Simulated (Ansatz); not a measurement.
# Sensitivity of the G0W0 gap of TiO2 (Anatase)

A base run on TiO2 (Anatase), then changed inputs.

Main program and level: Ansatz 0.2.0; G0W0 on PBE, plane waves, PAW.

## (1) The structure

Symmetry: I4_1/amd, No. 141, tetragonal system. The conventional cell has a = 3.784 Å, b = 3.784 Å, c = 9.515 Å, α = 90.00°, β = 90.00°, γ = 90.00°. Ti has 6 O at 1.93 to 1.98 Å nearest. Nearest to O lie 3 Ti at 1.93 to 1.98 Å. Farther neighbours and most contacts between anions are not listed.

The cell and positions come from the Crystallography Open Database and are kept as given unless a step says otherwise. The default PAW set here is soft_2. Its files were made with PBE.

## (2) The base run: 6×6×6 mesh, 154 empty bands, screening to 100 eV

G0W0 replaces the xc potential by the self-energy, built once from these orbitals. Only a window of levels is corrected, while the sums run over the empty bands that the input names.

input.yaml

```yaml
crystal:
  lattice:
    - [-1.8921, 1.8921, 4.7573]
    - [1.8921, -1.8921, 4.7573]
    - [1.8921, 1.8921, -4.7573]
  atoms:
    - { symbol: Ti, position: [0.0, 0.0, 0.0] }
    - { symbol: Ti, position: [0.75, 0.25, 0.5] }
    - { symbol: O, position: [0.2081, 0.2081, 0.0] }
    - { symbol: O, position: [0.9581, 0.4581, 0.5] }
    - { symbol: O, position: [0.5419, 0.0419, 0.5] }
    - { symbol: O, position: [0.7919, 0.7919, 0.0] }
kpoints:
  mp_grid: { grid: [6, 6, 6] }
hamiltonian:
  xc: pbe
scf:
  occupations: { method: fixed }
gw:
  n_empty_bands: 154
  ecut_chi: 100
  qp_bands: [v2, c2]
  qp_kpoints: band_edges
  screening: { model: contour_deformation }
```

Started as:

```
$ ansatz run input.yaml --threads 2 --pin off --max-ram 92160MiB --backend cuda --events-out ev --progress --plain --runs-dir out --devices 1 --max-vram 13GiB  # rebuilt from the run's record
```

Numbers of over 12 decimals in the logs are rounded to 6 here.

The log of the run:

```text
GPUs: using 1 of 1 available (devices: 1).
Engine: ansatz 0.2.0, x86_64-unknown-linux-gnu
Pseudopotentials: kind: paw
Pseudopotential: Ti, paw, valence charge 12, recommended cutoff 420 eV (normal), Ti.paw.azcp
Pseudopotential: O, paw, valence charge 6, recommended cutoff 420 eV (normal), O.paw.azcp
Functional definition: PBE
  parameter kappa = 0.804
  parameter beta = 0.066725
  exchange = pbe_x(kappa = kappa, mu = beta*pi^2/3)
  correlation = pbe_c(beta = beta)
device memory: the entry about to start is reckoned to put 1.2 GiB on a device that reports 61.4 GiB free (of which the cap on the GPU budget leaves the run 13.0 GiB)
GPU FFT provider: cuFFT
GPU libraries: cuBLAS 13.8.2, cuFFT 12.4.0, cuSOLVER 12.3.4
Crystal: 6 atoms, lattice volume = 68.125 Å³
Basis set: ecut = 420 eV, 1315 PW (Γ)
Bands: 30, of which v1, the nominal top of the filled ones, is band 24 counted from 1 (23 counted from 0)
Symmetry: 16 space group operations
Space group: I41/amd (ITA 141), of the structure as read, at distance tolerance 4.1e-5 Å
k-points: 30 of 216
Non-local potential: Ti, projectors of the file, l = 0: 3, l = 1: 2, l = 2: 3, l = 3: 1
Non-local potential: O, projectors of the file, l = 0: 2, l = 1: 2, l = 2: 1
PAW form: soft (Blöchl's): semilocal exchange-correlation on the pseudo side does not see the compensation charge
PAW one-centre angular grid: Ti, 590 points (default); XC on 64 Gauss nodes
PAW one-centre angular grid: O, 110 points (default); XC on 64 Gauss nodes
Initial density: superposition of atomic densities (neutral atoms: chi_scale 0, normalization atom), corrected by the library's trained network
Initial wavefunctions: pseudopotential atomic-orbital guess
GPU buffer pool allocated for 64000 grid points (all kernels)
GPU transforms: local potential and band sums: pruned to the plane-wave sphere, on 40×40×40
Functional: x = pbe(κ = 0.804, μ = 0.219515), c = pbe(β = 0.066725)
SCF iter   1: F=—  HF=-7277.469444 eV  |F-HF|=—  |Δ(HF+E_count)|=         —  Δρ=3.44e-3  dr2=3.18e-3  ethr=1.77e-3  ⟨swp⟩=4.1  Hψ=3412  notcnv=0  defer=78
preconditioner: auto → none  [insulator: Δε(μ)=2.183 eV  Ē_g=9.668 eV  n_scr=14 (ndim 8)  ℏωp=25.4 eV  f_vac=0.102  ε∞_Penn≈7.9]
SCF iter   2: F=—  HF=-7277.471126 eV  |F-HF|=—  |Δ(HF+E_count)|=   1.68e-3  Δρ=2.66e-3  dr2=3.64e-3  ethr=6.63e-6  ⟨swp⟩=3.2  Hψ=1878  notcnv=0  defer=120
SCF iter   3: F=—  HF=-7277.470946 eV  |F-HF|=—  |Δ(HF+E_count)|=   1.80e-4  Δρ=1.46e-3  dr2=9.74e-4  ethr=6.63e-6  ⟨swp⟩=2.0  Hψ=1371  notcnv=0  defer=120
SCF iter   4: F=—  HF=-7277.471071 eV  |F-HF|=—  |Δ(HF+E_count)|=   1.25e-4  Δρ=5.98e-4  dr2=1.55e-4  ethr=2.03e-6  ⟨swp⟩=2.0  Hψ=1204  notcnv=0  defer=120
[...]
E_band       = -455.205566
  E_kinetic    = 1248.477498
  E_local      = -3570.329959  (includes V_loc(G=0)·N_el)
  E_nonlocal   = 196.559977
  E_hartree    = 1385.281100
  E_xc         = -492.965259
  E_vxc        = -624.309321  (∫ρ·V_xc dr)
  E_paw        = -2722.308975  (= ΣΔE_a)
  E_vpaw       = -476.184549  (= ΣTr[D̂ρ^β])
  E_aug_tail   = 0.010058  (compensation charges beyond the density's cutoff)
  E_ewald      = -3322.195552
  E_smearing   = -0.000000  (= −TS)
  E_closure    = 0.000000  (closes the sum)
  Σ components = -7277.471112   (vs F -7277.471112, Δ=0.00e0)
--- Band table (eV; the first three rows and the last of 30) ---
  k-point 0: bands = [... 20 lower, 6.5768, 6.5768, 6.8603, 6.8603, 9.4571, 10.1979, 11.3381, 11.3381, ... 2 higher]
  k-point 1: bands = [... 20 lower, 5.9961, 6.1682, 6.6813, 7.0711, 10.2981, 10.3998, 10.5942, 11.0350, ... 2 higher]
  k-point 2: bands = [... 20 lower, 5.2662, 6.3837, 6.7441, 7.2230, 10.4095, 10.6690, 10.8331, 11.1645, ... 2 higher]
  k-point 29: bands = [... 20 lower, 6.0736, 6.0736, 7.2097, 7.2097, 9.8146, 9.8146, 11.1183, 11.1183, ... 2 higher]
--- G₀W₀: contour deformation, 6 samples at zero and on the imaginary axis and 2 off it, 216 q-points, 154 empty bands' worth ---
  eigenvalues of the whole cell's RPA ε∞ on this k-mesh (on a slab, of 1 + 4πα/V) = 6.0566, 6.6453, 6.6453; static W/v taken at q = 0 is 0.153762
  gw.qp_kpoints: band_edges: 24 of 30 stored k-points solved, in 1 pass; an edge of the gap read off the rows below is read off those points alone
    valence top: of the k-points left out ik 7 came nearest to being solved in a further pass, in band 24 (counted from 1, as in the quasiparticle table): it holds the edge there only if its correction is more favourable than any solved in that band by at least 0.514 eV; those differ by 0.095 eV
    conduction bottom: of the k-points left out ik 27 came nearest to being solved in a further pass, in band 25 (counted from 1, as in the quasiparticle table): it holds the edge there only if its correction is more favourable than any solved in that band by at least 0.892 eV; those differ by 0.162 eV
    ik  band        ε_KS         Σx   Σc(E_QP)       V_xc       Z   E_QP_lin       E_QP  E_QP is
     0    23      6.8603   -25.3206     4.8182   -20.3244  0.7055     6.6815     6.6822  root
     0    24      6.8603   -25.3206     4.8182   -20.3244  0.7055     6.6815     6.6822  root
     0    25      9.4571   -13.0752    -6.3888   -20.7917  0.7329    10.8199    10.7848  root
     0    26     10.1979   -13.4563    -7.2394   -22.1402  0.7126    11.6955    11.6424  root
     1    23      6.6813   -25.8880     4.8122   -20.8930  0.7144     6.4978     6.4985  root
     1    24      7.0711   -25.7413     4.7814   -20.8004  0.7124     6.9112     6.9117  root
     1    25     10.2981   -13.3669    -7.2875   -22.0988  0.7126    11.7961    11.7425  root
     1    26     10.3998   -14.3012    -6.2979   -21.9275  0.7135    11.7707    11.7283  root
[...]
29    23      7.2097   -26.1440     4.6544   -21.3790  0.7181     7.0988     7.0991  root
    29    24      7.2097   -26.1440     4.6544   -21.3790  0.7181     7.0988     7.0991  root
    29    25      9.8146   -13.2308    -6.7941   -21.4109  0.7237    11.2441    11.2006  root
    29    26      9.8146   -13.2308    -6.7941   -21.4109  0.7237    11.2441    11.2006  root
[key lines of the parts left out:]
SCF converged after 6 iterations
Free energy (F): -7277.471112 eV
Fermi energy:    7.290149 eV
```

The job ended after 40 s (1 × NVIDIA H100 80GB HBM3 (shared by 6 runs) with 2 threads of AMD EPYC 7R13 (Zen 3), shared host; peak memory 1.3 GiB; 67 s of CPU time).

This step gave:

```
bands summed                                 : 178
RPA ε∞ on this mesh (eigenvalues)            : 6.057, 6.645, 6.645
plane waves in the screening matrix          : 155
q-points in the mesh                         : 216
G0W0 gap on the mesh                         : 3.618 eV
k of the valence top                         : 0, 0, -0.5
k of the conduction bottom                   : 0, 0, 0
starting gap on the mesh                     : 2.167 eV
Z at the valence top                         : 0.7124
Z at the conduction bottom                   : 0.7329
least direct G0W0 gap on the computed points : 3.944 eV
```

The gap on the mesh goes from 2.17 eV to 3.62 eV, a correction of +1.45 eV. Between the two edge states, bare exchange in place of the xc potential would open the gap by 12.59 eV, and correlation takes back 11.14 eV.

## (3) Variant: wider window of levels

input.yaml: that of step 2 with these lines changed.

```diff
@@ -21,4 +21,4 @@
   ecut_chi: 100
-  qp_bands: [v2, c2]
-  qp_kpoints: band_edges
+  qp_bands: [v8, c6]
+  qp_kpoints: [[0, 0, 0]]
   screening: { model: contour_deformation }
```

The log of the run:

```text
GPUs: using 1 of 1 available (devices: 1).
[...]
GPU FFT provider: cuFFT
GPU libraries: cuBLAS 13.8.2, cuFFT 12.4.0, cuSOLVER 12.3.4
Crystal: 6 atoms, lattice volume = 68.125 Å³
Basis set: ecut = 420 eV, 1315 PW (Γ)
Bands: 30, of which v1, the nominal top of the filled ones, is band 24 counted from 1 (23 counted from 0)
Symmetry: 16 space group operations
[...]
k-points: 30 of 216
[...]
GPU buffer pool allocated for 64000 grid points (all kernels)
[...]
SCF iter   1: F=—  HF=-7277.469444 eV  |F-HF|=—  |Δ(HF+E_count)|=         —  Δρ=3.44e-3  dr2=3.18e-3  ethr=1.77e-3  ⟨swp⟩=4.1  Hψ=3412  notcnv=0  defer=78
[...]
SCF iter   6: F=-7277.471112 eV  HF=-7277.471112 eV  |F-HF|=4.60e-9  |Δ(HF+E_count)|=   2.67e-6  Δρ=1.17e-5  dr2=5.25e-8  ethr=2.08e-10  ⟨swp⟩=7.8  Hψ=3764  notcnv=0
SCF 1 converged in 6 iterations: F = -7277.471112 eV  dr2 = 5.25e-8
[...]
NSCF: frozen V_eff on 30 k-points, pencils in batches of 32, up to order 120
[...]
NSCF: frozen V_eff on 30 k-points
G₀W₀ screening: q 1/30
[... further progress lines ...]
[...]
SCF converged after 6 iterations
Free energy (F): -7277.471112 eV
[...]
Internal energy: -7277.471112 eV  (E = F + TS)
E sigma→0 (E₀):  -7277.471112 eV
Fermi energy:    7.290149 eV
[...]
--- Band table (eV; the first three rows and the last of 30) ---
  k-point 0: bands = [... 20 lower, 6.5768, 6.5768, 6.8603, 6.8603, 9.4571, 10.1979, 11.3381, 11.3381, ... 2 higher]
  k-point 1: bands = [... 20 lower, 5.9961, 6.1682, 6.6813, 7.0711, 10.2981, 10.3998, 10.5942, 11.0350, ... 2 higher]
  k-point 2: bands = [... 20 lower, 5.2662, 6.3837, 6.7441, 7.2230, 10.4095, 10.6690, 10.8331, 11.1645, ... 2 higher]
  k-point 29: bands = [... 20 lower, 6.0736, 6.0736, 7.2097, 7.2097, 9.8146, 9.8146, 11.1183, 11.1183, ... 2 higher]
[...]
0    17      5.2559   -24.1989     5.0595   -18.8416  0.6819     4.9550     4.9581  root
     0    18      5.2559   -24.1989     5.0595   -18.8416  0.6819     4.9550     4.9581  root
     0    19      5.3105   -25.5726     5.2607   -20.0247  0.6946     5.0210     5.0233  root
     0    20      6.5653   -26.0713     4.6103   -21.3412  0.7167     6.4452     6.4455  root
     0    21      6.5768   -26.3110     4.2692   -21.9793  0.7248     6.5144     6.5145  root
     0    22      6.5768   -26.3110     4.2692   -21.9793  0.7248     6.5144     6.5145  root
     0    23      6.8603   -25.3206     4.8182   -20.3244  0.7055     6.6815     6.6822  root
     0    24      6.8603   -25.3206     4.8182   -20.3244  0.7055     6.6815     6.6822  root
     0    25      9.4571   -13.0752    -6.3888   -20.7917  0.7329    10.8199    10.7848  root
     0    26     10.1979   -13.4563    -7.2394   -22.1402  0.7126    11.6955    11.6424  root
     0    27     11.3381   -14.3151    -7.1200   -22.7992  0.6950    12.7620    12.7023  root
     0    28     11.3381   -14.3151    -7.1200   -22.7992  0.6950    12.7620    12.7023  root
     0    29     11.3618   -14.5145    -7.1675   -23.0818  0.6904    12.8256    12.7616  root
     0    30     11.3618   -14.5145    -7.1675   -23.0818  0.6904    12.8256    12.7616  root
```

The job ended after 13 s (1 × NVIDIA H100 80GB HBM3 (shared by 6 runs) with 2 threads; peak memory 1.3 GiB; 20 s of CPU time).

Absolute levels on the run's own zero. QP, by row:

| k index | band | KS (eV) | Sigma_x (eV) | Sigma_c (eV) | Vxc (eV) | Z | QP linearised (eV) | QP (eV) | source | doubts |
| --- | --- | --- | --- | --- | --- | --- | --- | --- | --- | --- |
| 0 | 17 | 5.256 | -24.2 | 5.059 | -18.84 | 0.6819 | 4.955 | 4.958 | root |  |
| 0 | 18 | 5.256 | -24.2 | 5.059 | -18.84 | 0.6819 | 4.955 | 4.958 | root |  |
| 0 | 19 | 5.311 | -25.57 | 5.261 | -20.02 | 0.6946 | 5.021 | 5.023 | root |  |
| 0 | 20 | 6.565 | -26.07 | 4.61 | -21.34 | 0.7167 | 6.445 | 6.446 | root |  |
| 0 | 21 | 6.577 | -26.31 | 4.269 | -21.98 | 0.7248 | 6.514 | 6.514 | root |  |
| 0 | 22 | 6.577 | -26.31 | 4.269 | -21.98 | 0.7248 | 6.514 | 6.514 | root |  |
| 0 | 23 | 6.86 | -25.32 | 4.818 | -20.32 | 0.7055 | 6.681 | 6.682 | root |  |
| 0 | 24 | 6.86 | -25.32 | 4.818 | -20.32 | 0.7055 | 6.681 | 6.682 | root |  |
| 0 | 25 | 9.457 | -13.08 | -6.389 | -20.79 | 0.7329 | 10.82 | 10.78 | root |  |
| 0 | 26 | 10.2 | -13.46 | -7.239 | -22.14 | 0.7126 | 11.7 | 11.64 | root |  |
| 0 | 27 | 11.34 | -14.32 | -7.12 | -22.8 | 0.695 | 12.76 | 12.7 | root |  |
| 0 | 28 | 11.34 | -14.32 | -7.12 | -22.8 | 0.695 | 12.76 | 12.7 | root |  |
| 0 | 29 | 11.36 | -14.51 | -7.168 | -23.08 | 0.6904 | 12.83 | 12.76 | root |  |
| 0 | 30 | 11.36 | -14.51 | -7.168 | -23.08 | 0.6904 | 12.83 | 12.76 | root |  |

Against the base:

| setting | base | variant |
| --- | --- | --- |
| levels asked | v2 to c2 | v8 to c6 |
| points asked | band edges | [[0, 0, 0]] |

## (4) Variant: accuracy level

input.yaml: that of step 3 with these lines changed.

```diff
@@ -21,4 +21,5 @@
   ecut_chi: 100
-  qp_bands: [v8, c6]
-  qp_kpoints: [[0, 0, 0]]
+  qp_bands: [v2, c2]
+  qp_kpoints: band_edges
   screening: { model: contour_deformation }
+accuracy: low
```

The log of the run:

```text
settings of this run that can trade accuracy for cost: accuracy: low. Do not mix this run's numbers with those of runs without the same settings; the input reference describes each key
GPUs: using 1 of 1 available (devices: 1).
[...]
GPU FFT provider: cuFFT
GPU libraries: cuBLAS 13.8.2, cuFFT 12.4.0, cuSOLVER 12.3.4
Crystal: 6 atoms, lattice volume = 68.125 Å³
Basis set: ecut = 420 eV, 1315 PW (Γ)
Bands: 30, of which v1, the nominal top of the filled ones, is band 24 counted from 1 (23 counted from 0)
Symmetry: 16 space group operations
[...]
k-points: 30 of 216
[...]
GPU buffer pool allocated for 64000 grid points (all kernels)
[...]
SCF iter   1: F=—  HF=-7277.469444 eV  |F-HF|=—  |Δ(HF+E_count)|=         —  Δρ=3.44e-3  dr2=3.18e-3  ethr=1.77e-3  ⟨swp⟩=4.1  Hψ=3412  notcnv=0  defer=78
[...]
SCF iter   6: F=-7277.471112 eV  HF=-7277.471112 eV  |F-HF|=4.60e-9  |Δ(HF+E_count)|=   2.67e-6  Δρ=1.17e-5  dr2=5.25e-8  ethr=2.08e-10  ⟨swp⟩=7.8  Hψ=3764  notcnv=0
SCF 1 converged in 6 iterations: F = -7277.471112 eV  dr2 = 5.25e-8
[...]
G₀W₀ screening: q 1/30
[... further progress lines ...]
[...]
SCF converged after 6 iterations
Free energy (F): -7277.471112 eV
[...]
Internal energy: -7277.471112 eV  (E = F + TS)
E sigma→0 (E₀):  -7277.471112 eV
Fermi energy:    7.290149 eV
[...]
--- Band table (eV; the first three rows and the last of 30) ---
  k-point 0: bands = [... 20 lower, 6.5768, 6.5768, 6.8603, 6.8603, 9.4571, 10.1979, 11.3381, 11.3381, ... 2 higher]
  k-point 1: bands = [... 20 lower, 5.9961, 6.1682, 6.6813, 7.0711, 10.2981, 10.3998, 10.5942, 11.0350, ... 2 higher]
  k-point 2: bands = [... 20 lower, 5.2662, 6.3837, 6.7441, 7.2230, 10.4095, 10.6690, 10.8331, 11.1645, ... 2 higher]
  k-point 29: bands = [... 20 lower, 6.0736, 6.0736, 7.2097, 7.2097, 9.8146, 9.8146, 11.1183, 11.1183, ... 2 higher]
[...]
0    23      6.8603   -25.3206     4.8191   -20.3244  0.7057     6.6825     6.6831  root
     0    24      6.8603   -25.3206     4.8191   -20.3244  0.7057     6.6825     6.6831  root
     0    25      9.4571   -13.0752    -6.3884   -20.7917  0.7332    10.8201    10.7852  root
     0    26     10.1979   -13.4563    -7.2389   -22.1402  0.7127    11.6958    11.6429  root
     1    23      6.6813   -25.8880     4.8131   -20.8930  0.7145     6.4987     6.4994  root
     1    24      7.0711   -25.7413     4.7824   -20.8004  0.7126     6.9122     6.9127  root
     1    25     10.2981   -13.3669    -7.2869   -22.0988  0.7127    11.7963    11.7431  root
     1    26     10.3998   -14.3012    -6.2972   -21.9275  0.7136    11.7711    11.7290  root
[...]
29    23      7.2097   -26.1440     4.6555   -21.3790  0.7183     7.0999     7.1001  root
    29    24      7.2097   -26.1440     4.6555   -21.3790  0.7183     7.0999     7.1001  root
    29    25      9.8146   -13.2308    -6.7936   -21.4109  0.7240    11.2444    11.2010  root
    29    26      9.8146   -13.2308    -6.7936   -21.4109  0.7240    11.2444    11.2010  root
```

It took 23 s on 1 × NVIDIA H100 80GB HBM3 (shared by 6 runs) with 2 threads; peak memory 1.3 GiB; 30 s of CPU time.

The G0W0 gap on the mesh is 3.617 eV.

Against the base:

| setting | base | variant |
| --- | --- | --- |
| accuracy | - | low |

| quantity | variant | base |
| --- | --- | --- |
| starting gap on the mesh | 2.167 | 2.167 |
| G0W0 gap on the mesh | 3.617 | 3.618 |
| least direct G0W0 gap on the computed points | 3.944 | 3.944 |
| Z at the valence top | 0.713 | 0.712 |
| Z at the conduction bottom | 0.733 | 0.733 |

## (5) Outcome

```json
{"base": "3.62 eV, 40 s", "wider window of levels": "direct gap at the listed points 4.10 eV, 13 s", "accuracy level": "3.62 eV, 23 s"}
```

In words: Wider window of levels: only the listed points were computed; the least direct gap there is 4.10 eV, with levels asked and points asked changed against the base. Accuracy level: the gap moves by −0.001 eV. All runs here use a coarse mesh and modest cutoffs; they test settings and are not final values.

[Paths, hosts, dates, memory and timing lines, banners, echoed tables and standing remarks are left out of the program output.]

[Logs are printed without paths, hosts, clocks, repeated set-up lines and the standing remarks that a program may print on its own settings, such as how far it seeks lower states.]

[Runs of the session that timed out or met a known fault of the program may be left out.]

[Cells called generated may have been cut or substituted from an entry of the Crystallography Open Database or the Materials Project.]

[Hosts, paths, dates, database ids (printed as entryN), source tags and the programs' standing remarks are cut or masked in the printed files.]
